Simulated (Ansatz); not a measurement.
# Be (P4_2/mnm, 4 atoms in the cell): from the cell to its phonons, part 2 of 2

Wanted: phonon frequencies of Be (P4_2/mnm, 4 atoms in the cell) and what follows from them.

Ansatz 0.2.0; DFT PBEsol, scalar-relativistic, plane waves, norm-conserving pseudopotentials.

So far. Step 3 (Relaxing to small forces for the phonons): The largest force component left is 0.13 meV/Å and the pressure is -0.003 GPa, within the tolerances set. The cell now holds 7.98 Å³/atom. The relaxed cell has a = 3.744, c = 2.276 Å (conventional setting).

This is not the structure that Be takes at ambient pressure and room temperature (hexagonal, No. 194); it is a model or a phase of other conditions.

### Step 4. Linear response at the zone centre

The zone centre comes first: it holds the modes that light can see, as far as symmetry allows. No field response is asked, since the mesh shows no gap.

input.yaml reads:

```yaml
crystal:
  lattice:
    - [3.74388236, 0.0, 0.0]
    - [0.0, 3.74388236, 0.0]
    - [0.0, 0.0, 2.2763089883]
  atoms:
    - { symbol: Be, position: [0.2972313811, 0.2972313811, 0.0] }
    - { symbol: Be, position: [0.7027686189, 0.7027686189, 0.0] }
    - { symbol: Be, position: [0.2027686189, 0.7972313811, 0.5] }
    - { symbol: Be, position: [0.7972313811, 0.2027686189, 0.5] }
kpoints:
  mp_grid: { grid: [12, 12, 20] }
hamiltonian:
  xc: pbesol
  pseudopotentials: { kind: nc }
scf:
  occupations: { method: methfessel_paxton, width: 0.2 }
output:
  eigenvalues: true
phonons:
  method: dfpt
```

Launch:

```
$ ansatz run input.yaml --threads 4 --pin off --max-ram 7168MiB --backend cpu --events-out ev --progress --plain --runs-dir out
```

Numbers of over 12 decimals in the logs are rounded to 6 here.

The log of the run:

```text
zone centre: on kpoints.mp_grid the ground state, and the responses unless they are solved on pairs of k-points, stand on 814 of the mesh's 2880 k-points, reduced under 2 symmetry operations, with k and −k counted as one. Each operation leaves every solved displacement unchanged or reverses it
[...]
Crystal: 4 atoms, lattice volume = 31.906 Å³
Basis set: ecut = 1197.300995 eV, 3025 PW (Γ), exchange–correlation on 96×96×60 points (8 copies of the dense FFT grid, shifted against one another)
Bands: 12, of which v1, the nominal top of the filled ones, is band 8 counted from 1 (7 counted from 0)
Symmetry: 16 space group operations
k-points: 814 of 2880 (irreducible under 2 space group operations, time reversal used)
[...]
SCF iter   1: F=—  HF=-1510.915971 eV  |F-HF|=—  |Δ(HF+E_count)|=         —  Δρ=3.87e-2  dr2=1.08e-1  ethr=3.10e-3  ⟨swp⟩=4.9  Hψ=59966  notcnv=0
[...]
SCF iter   7: F=-1510.884005 eV  HF=-1510.884005 eV  |F-HF|=2.27e-13  |Δ(HF+E_count)|=  5.00e-12  S|Δr|=    0.00e0  Δρ=4.05e-8  dr2=4.91e-13  ethr=1.00e-12  ⟨swp⟩=5.1  Hψ=36990  notcnv=0
SCF 1 converged in 7 iterations: F = -1510.884005 eV  dr2 = 4.91e-13
DFPT response loops at Γ: preconditioner auto → Kerker (q_TF=auto, 2.432 Å⁻¹) (partly filled bands, converged f_vac=0.000); β = 1.00, the filter's whole step (`scf.mixing.beta` (0.50) is not read by the response loops under this deck's `scf.mixing.preconditioner`; to damp them name `kerker` or `kerker_dos`, under which they read `scf.mixing.beta`, and type it under 1.00, their step now; both keys bind the ground state too); Broyden in place of MSR1
SCF converged after 7 iterations
[...]
Free energy (F): -1510.884005 eV
[...]
Internal energy: -1510.884056 eV  (E = F + TS)
E sigma→0 (E₀):  -1510.884018 eV
Entropy (-TS):   0.000050 eV (0.013 meV/atom)
Fermi energy:    8.496730 eV
[...]
--- Band table (eV; the first three rows and the last of 814) ---
  k-point 0: bands = [... 4 lower, -2.6097, 3.5573, 4.1192, 7.5477, 7.5477, 13.3870, 13.3870, 15.9604]
  k-point 1: bands = [... 4 lower, -2.5567, 3.6256, 4.1902, 7.5878, 7.5878, 13.4236, 13.4236, 16.0153]
  k-point 2: bands = [... 4 lower, -2.3976, 3.8304, 4.4031, 7.7063, 7.7063, 13.5334, 13.5334, 14.8546]
  k-point 813: bands = [... 4 lower, 4.7721, 4.7721, 5.1153, 5.1153, 10.3684, 10.3684, 10.3899, 10.3899]
--- Phonons (Γ-DFPT): 2 representative perturbations + reference, on 814 of 2880 k-points (Σ response iterations 8) ---
  k mesh reduced under 2 symmetry operations, with k and −k counted as one. Each operation leaves every solved displacement unchanged or reverses it
  ASR residual: 6.650e-6 → 0.000e0 eV/Å²; symmetrization residual: 5.166e-8 eV/Å²
  ASR residual per site (eV/Å²): 6.65e-6 6.65e-6 6.65e-6 6.65e-6
  Γ frequencies (cm⁻¹): -184.15 0.00 0.00 0.00 477.15 481.62 481.62 596.47 602.45 602.45 615.06 696.88
  non-analytic LO–TO correction: not included (Born effective charges unavailable; polar crystals: no LO–TO splitting at Γ)
```

The job ended after 76 s (4 threads of Arm Neoverse V1, shared host; peak memory 3 GiB).

Numbers from this step:

```
sum-rule residual before enforcement                    : 6.65e-6 eV/Å²
point group                                             : 4/mmm
highest optical mode at the zone centre (no LO-TO term) : 696.9 cm⁻¹
lowest optical zone-centre mode                         : -184.2 cm⁻¹
```

Patterns of degenerate modes are one choice out of their space. Modes at Γ (negative means imaginary):

```csv
mode,frequency (cm⁻¹),symmetry
1,-184.2,B1g
2,0.0,acoustic
3,0.0,acoustic
4,0.0,acoustic
5,477.1,A1g
6,481.6,Eg
7,481.6,Eg
8,596.5,A2g
9,602.5,Eu
10,602.5,Eu
11,615.1,B1u
12,696.9,B2g
```

Displacements in mode 1 (-184.2 cm⁻¹), the largest set to 1:
```
Be1 -1.00  1.00  0.00
Be2  1.00 -1.00  0.00
Be3  1.00  1.00  0.00
Be4 -1.00 -1.00  0.00
```

Displacements in mode 12 (696.9 cm⁻¹), the largest set to 1:
```
Be1  1.00  1.00  0.00
Be2 -1.00 -1.00  0.00
Be3  1.00 -1.00  0.00
Be4 -1.00  1.00  0.00
```

Before it was imposed, the acoustic sum rule was missed by 6.7e-6 eV/Å². Small misses are needed for a sound result but don't prove that mesh and cutoff are converged. The lowest optical mode is imaginary, 184.2i cm⁻¹, so the energy falls along it.

### Step 5. Phonons on a q mesh

Stability and thermal properties need the whole zone. Linear response on a 2×2×2 q mesh gives force constants as far as a supercell of that size would.

input.yaml, as its differences from that of step 4:

```diff
@@ -21 +21,9 @@
   method: dfpt
+  qmesh: [2, 2, 2]
+  temperatures: { t_max: 1000, t_step: 50 }
+  qpath:
+    path:
+      - [[0.0, 0.0, 0.0], [0.0, 0.5, 0.0], [0.5, 0.5, 0.0], [0.0, 0.0, 0.0], [0.0, 0.0, 0.5], [0.0, 0.5, 0.5], [0.5, 0.5, 0.5], [0.0, 0.0, 0.5]]
+      - [[0.0, 0.5, 0.0], [0.0, 0.5, 0.5]]
+      - [[0.5, 0.5, 0.0], [0.5, 0.5, 0.5]]
+    npoints: 10
```

The log of the run:

```text
Warning: phonons: the dynamical matrix that this run interpolates holds no multipole term above the dipole-dipole one, and a site of this crystal is no centre of inversion, so its interpolated transverse optical and acoustic branches and sound speeds can stay off near Gamma, and the density of states and the thermodynamics with them. What a run solves at a wave vector of phonons.qpoints, Gamma apart, where the deck admits one, is free of this, and under fd what a larger phonons.supercell samples
[...]
Crystal: 4 atoms, lattice volume = 31.906 Å³
Basis set: ecut = 1197.300995 eV, 3025 PW (Γ), exchange–correlation on 96×96×60 points (8 copies of the dense FFT grid, shifted against one another)
Bands: 12, of which v1, the nominal top of the filled ones, is band 8 counted from 1 (7 counted from 0)
Symmetry: 16 space group operations
k-points: 308 of 2880
[...]
SCF iter   1: F=—  HF=-1510.915971 eV  |F-HF|=—  |Δ(HF+E_count)|=         —  Δρ=3.87e-2  dr2=1.08e-1  ethr=3.10e-3  ⟨swp⟩=4.8  Hψ=22597  notcnv=0
[...]
SCF iter   7: F=-1510.884005 eV  HF=-1510.884005 eV  |F-HF|=4.55e-13  |Δ(HF+E_count)|=  6.82e-12  S|Δr|=    0.00e0  Δρ=4.04e-8  dr2=4.86e-13  ethr=1.00e-12  ⟨swp⟩=5.1  Hψ=13924  notcnv=0
SCF 1 converged in 7 iterations: F = -1510.884005 eV  dr2 = 4.86e-13
[...]
SCF iter   2: F=-1510.884005 eV  HF=-1510.884005 eV  |F-HF|=4.55e-13  |Δ(HF+E_count)|=   8.25e-8  S|Δr|=    0.00e0  Δρ=2.18e-8  dr2=9.75e-14  ethr=1.00e-12  ⟨swp⟩=4.1  Hψ=12482  notcnv=0
SCF 2 converged in 2 iterations: F = -1510.884005 eV  dr2 = 9.75e-14
phonons: the bands overlap, so this run is a metal and interpolates without the dipole-dipole term. If the crystal is really an insulator or semiconductor, its LO-TO splitting is missing
NSCF: frozen V_eff on 308 k-points
WARN: eigensolver did not converge in 2 slots of this pass, the one above among them; of largest residual over every band (k=280): 1 band(s) unlocked (lowest unlocked band 11, counted from 0; max residual 9.64e-6 eV among the unlocked bands, 9.64e-6 eV over every band); of lowest unlocked band (k=53): band 11
[...]
DFPT response loops at q = (0, 0, 0) (fractional): preconditioner auto → Kerker (q_TF=auto, 2.432 Å⁻¹) (partly filled bands, converged f_vac=0.000); β = 1.00, the filter's whole step (`scf.mixing.beta` (0.50) is not read by the response loops under this deck's `scf.mixing.preconditioner`; to damp them name `kerker` or `kerker_dos`, under which they read `scf.mixing.beta`, and type it under 1.00, their step now; both keys bind the ground state too); Broyden in place of MSR1
[...]
SCF converged after 7 iterations
[...]
Free energy (F): -1510.884005 eV
[...]
Internal energy: -1510.884056 eV  (E = F + TS)
E sigma→0 (E₀):  -1510.884018 eV
Entropy (-TS):   0.000050 eV (0.013 meV/atom)
Fermi energy:    8.496730 eV
[...]
--- Band table (eV; the first three rows and the last of 308) ---
  k-point 0: bands = [... 4 lower, -2.6097, 3.5573, 4.1192, 7.5477, 7.5477, 13.3870, 13.3870, 15.9604]
  k-point 1: bands = [... 4 lower, -2.5567, 3.6256, 4.1902, 7.5878, 7.5878, 13.4236, 13.4236, 16.0153]
  k-point 2: bands = [... 4 lower, -2.3976, 3.8304, 4.4031, 7.7063, 7.7063, 13.5334, 13.5334, 14.8546]
  k-point 307: bands = [... 4 lower, 4.7721, 4.7721, 5.1153, 5.1153, 10.3684, 10.3684, 10.3899, 10.3899]
--- Phonons (Γ-DFPT): 2 representative perturbations + reference (Σ response iterations 6) ---
  ASR residual: 7.688e-6 → 0.000e0 eV/Å²; symmetrization residual: 3.074e-8 eV/Å²
  ASR residual per site (eV/Å²): 7.69e-6 7.69e-6 7.69e-6 7.69e-6
[...]
--- Phonons (arbitrary-q DFPT): 6 irreducible q on the 2×2×2 mesh ---
  q = [0.0000, 0.0000, 0.0000] (star 1, of the zone-centre solve; hermiticity 8.43e-9, symmetrization 7.55e-15): -184.15 -0.00 -0.00 0.00 477.15 481.62 481.62 596.47 602.45 602.45 615.06 696.88
  q = [0.0000, 0.0000, -0.5000] (star 1, 2 solved perturbations in 1287 linear systems a pass and spin channel, the states on 814 of 2880 k-point pairs; hermiticity 2.01e-8, symmetrization 4.43e-14, the responses' own estimated error 5.6e-5 eV/Å²): 338.02 338.02 438.74 438.74 449.83 449.83 466.74 466.74 593.07 593.07 665.31 665.31
  q = [0.0000, -0.5000, 0.0000] (star 2, 3 solved perturbations on 814 of 2880 k-point pairs; hermiticity 3.88e-8, symmetrization 5.84e-14, the responses' own estimated error 3.3e-5 eV/Å²): 223.69 223.69 357.72 357.72 450.77 450.77 527.36 527.36 547.93 547.93 657.85 657.85
[...]
sum rule: each row above includes the acoustic sum rule's correction from the zone centre's row sums; it moved no ω² by more than (0.66 cm⁻¹)²
  mesh force constants: q→R imaginary residual 5.13e-18; ASR residual 7.688e-6 → 0.000e0 eV/Å²; symmetrization residual 8.882e-15 eV/Å²
  interpolated dispersion: 93 rows × 12 modes
  density of states and harmonic sums: on the 18×18×28 q-mesh, interpolated from the force constants of a 2×2×2 supercell (no non-analytic term)
  largest difference from the sums on the solved wave vectors: F 5.78e-2 eV, S 9.47e-5 and C_V 3.70e-5 eV/K
  zero-point energy: 0.362816 eV/cell   skipped modes (ω ≤ 0): 75, of them read as no rigid motion or as one in doubt: 72 (7.088e-2 modes/cell left out, lowest -184.15 cm⁻¹)   left out of the sums: 5.93e-3 of the cell's modes: C_V's classical limit lies that fraction below 3 k_B per atom; for a crystal, a wire or a layer, F and S can be off by more, and a phonons.interpolated_qmesh denser along its periods is the remedy for the sampling
```

Wall time 4 min (4 threads); peak memory 3 GiB.

This step gave:

* sum-rule residual before enforcement: 7.69e-6 eV/Å²
* lowest mode on the q mesh (acoustic modes at Γ apart): -184.2 cm⁻¹
* highest frequency at a solved wavevector (no LO-TO term at Γ): 704.4 cm⁻¹

Frequencies (cm⁻¹) solved at each irreducible wavevector; negative means imaginary. Frequencies by wavevector, by row:

```csv
q in reciprocal lattice units,star,mode 1,mode 2,mode 3,mode 4,mode 10,mode 11,mode 12
0 0 0,1,-184.2,0,0,0,602.5,615.1,696.9
0 0 -0.5,1,338,338,438.7,438.7,593.1,665.3,665.3
0 -0.5 0,2,223.7,223.7,357.7,357.7,547.9,657.9,657.9
0 -0.5 -0.5,2,401.1,401.1,414.5,414.5,639.7,660.8,660.8
-0.5 -0.5 0,1,366.5,366.5,424.3,424.3,518.4,647.6,647.6
-0.5 -0.5 -0.5,1,363.5,363.5,490.9,490.9,642.8,704.4,704.4
```

Symmetry leaves 6 wavevectors to solve. The lowest mode among them, the acoustic zeros apart, lies at Γ and is imaginary, 184.2i cm⁻¹, so the energy falls along it.

### Step 6. Results

| Quantity | Value |
| --- | --- |
| space group after relaxation (within 0.01 Å) | P4_2/mnm |
| volume per atom | 7.98 Å³ |
| electronic character | no gap on this mesh |
| highest optical mode at the zone centre (no LO-TO term) | 697 cm⁻¹ |
| lowest optical zone-centre mode | -184 cm⁻¹ |
| lowest mode on the q mesh (acoustic modes at Γ apart) | -184 cm⁻¹ |
| imaginary modes on the 2×2×2 q mesh | yes |

**Reading.** Modes are clearly imaginary (beyond 10i cm⁻¹) at 1 of the 6 irreducible wavevectors, most at Γ (184.2i cm⁻¹), so this structure is not a minimum of the energy. The optical modes at Γ span -184 to 697 cm⁻¹ (negative means imaginary). The q mesh is too sparse to interpolate, so only the solved wavevectors are given. With no gap, or one that is small against the smearing, the frequencies hang on the k mesh and the smearing, most of all near Kohn anomalies. A phonon run warned that its eigensolver left some bands unconverged in a pass. These are harmonic frequencies at zero temperature: anharmonic shifts, linewidths and thermal expansion are left out.

[Logs are printed without paths, hosts, clocks, repeated set-up lines and the standing remarks that a program may print on its own settings, such as how far it seeks lower states.]

[Hosts, paths, dates, database ids (printed as entryN), source tags and the programs' standing remarks are cut or masked in the printed files.]
